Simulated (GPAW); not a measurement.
# Calculated records

```cif
data_srwo4
_symmetry_space_group_name_H-M 'I4_1/a:1'
_symmetry_Int_Tables_number 88
_cell_length_a 5.4402
_cell_length_b 5.4402
_cell_length_c 11.9399
_cell_angle_alpha 90.000
_cell_angle_beta 90.000
_cell_angle_gamma 90.000
_cell_volume 353.37
loop_
_atom_site_label
_atom_site_type_symbol
_atom_site_symmetry_multiplicity
_atom_site_Wyckoff_symbol
_atom_site_fract_x
_atom_site_fract_y
_atom_site_fract_z
_atom_site_occupancy
Sr1 Sr 4 a 0.00000 0.50000 0.25000 1
W1 W 4 b 0.50000 0.00000 0.25000 1
O1 O 16 f 0.73556 0.35783 0.08301 1
_calc_subject 'A GW chain in GPAW: SrWO4 (I4_1/a)'
_calc_method 'DFT, LDA, plane waves, PAW (and 1 further level or step)'
_calc_program 'GPAW 26.7.0'
_calc_settings_of_one_run 'cutoff 600 eV, GPAW PAW setups 1.2.1 data release, 4×4×4 k-mesh, nbands 604'
_calc_cost '3 runs, 23 min in all on 8 MPI ranks of Arm Neoverse V1, shared host (the runs of this entry)'
_calc_notes 'The cell and positions are those that the Materials Project relaxed with its own functionals (PBE, PBE+U or r2SCAN), kept fixed. Limits: no spin-orbit coupling. Bands and cutoff are finite, so the gap is not at the basis limit. The miss can reach some tenths of an eV and take either sign; the mesh is an error of its own. Mesh or cutoff lie under what a gap needs, so these runs test behaviour and cost; their gaps are not to be quoted.'
_calc_lda_gap '4.32 eV, direct'
_calc_g0w0_gap_on_the_mesh '7.29 eV'
_calc_gw_settings '4×4×4 mesh, 97 bands, screening to 39 eV, Godby-Needs plasmon pole'
_calc_known_limits 'not at the basis limit; no spin-orbit coupling'
```

[Paths, hosts, dates, memory and timing lines, banners, echoed tables and standing remarks are left out of the program output.]

[Logs are printed without paths, hosts, clocks, repeated set-up lines and the standing remarks that a program may print on its own settings, such as how far it seeks lower states.]

[Runs of the session that timed out or met a known fault of the program may be left out.]

[Hosts, paths, dates, database ids (printed as entryN), source tags and the programs' standing remarks are cut or masked in the printed files.]
